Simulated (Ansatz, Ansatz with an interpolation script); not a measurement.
An input for Ansatz 0.2.0 (Ga2O3 (C2/m)):

```yaml
crystal:
  lattice:
    - [6.107, -1.51855, 0.0]
    - [6.107, 1.51855, 0.0]
    - [-1.3859889, 0.0, 5.63000874]
  atoms:
    - { symbol: Ga, position: [0.0905, 0.0905, 0.7946] }
    - { symbol: Ga, position: [0.9095, 0.9095, 0.2054] }
    - { symbol: Ga, position: [0.65866, 0.65866, 0.31402] }
    - { symbol: Ga, position: [0.34134, 0.34134, 0.68598] }
    - { symbol: O, position: [0.1645, 0.1645, 0.1098] }
    - { symbol: O, position: [0.8355, 0.8355, 0.8902] }
    - { symbol: O, position: [0.1733, 0.1733, 0.5632] }
    - { symbol: O, position: [0.8267, 0.8267, 0.4368] }
    - { symbol: O, position: [0.4959, 0.4959, 0.2566] }
    - { symbol: O, position: [0.5041, 0.5041, 0.7434] }
kpoints:
  mp_grid: { grid: [4, 4, 2] }
hamiltonian:
  xc: lda
  pseudopotentials: { kind: paw, azcp: { folder: soft_1 }, xc_functional: pbe }
scf:
  occupations: { method: fixed }
gw:
  n_empty_bands: 479
  ecut_chi: 160.0
  qp_bands: [v18, c3]
  screening: { model: godby_needs }
```

```sh
ansatz run input.yaml --threads 3 --pin off --max-ram 92160MiB --backend cuda --events-out ev --progress --plain --runs-dir out --devices 1 --max-vram 13GiB
```

Question: Estimate wall time and host memory on 1 × NVIDIA H100 80GB HBM3 (shared by 6 runs) with 3 threads of AMD EPYC 7R13 (Zen 3), shared host.

It took 2 min; on shared hardware allow 61 s to 4.1 min. Peak host memory was 2.6 GiB. The sizes that set the cost: 2037 plane waves a state, 14 irreducible k points, 523 bands summed, 473 plane waves in the screening and 9 SCF cycles.

The screening grows as filled bands × empty bands × pairs of k points, times the square of the screening basis for the matrix.

[Paths, hosts, dates, memory and timing lines, banners, echoed tables and standing remarks are left out of the program output.]

[Logs are printed without paths, hosts, clocks, repeated set-up lines and the standing remarks that a program may print on its own settings, such as how far it seeks lower states.]

[Runs of the session that timed out or met a known fault of the program may be left out.]

[Hosts, paths, dates, database ids (printed as entryN), source tags and the programs' standing remarks are cut or masked in the printed files.]
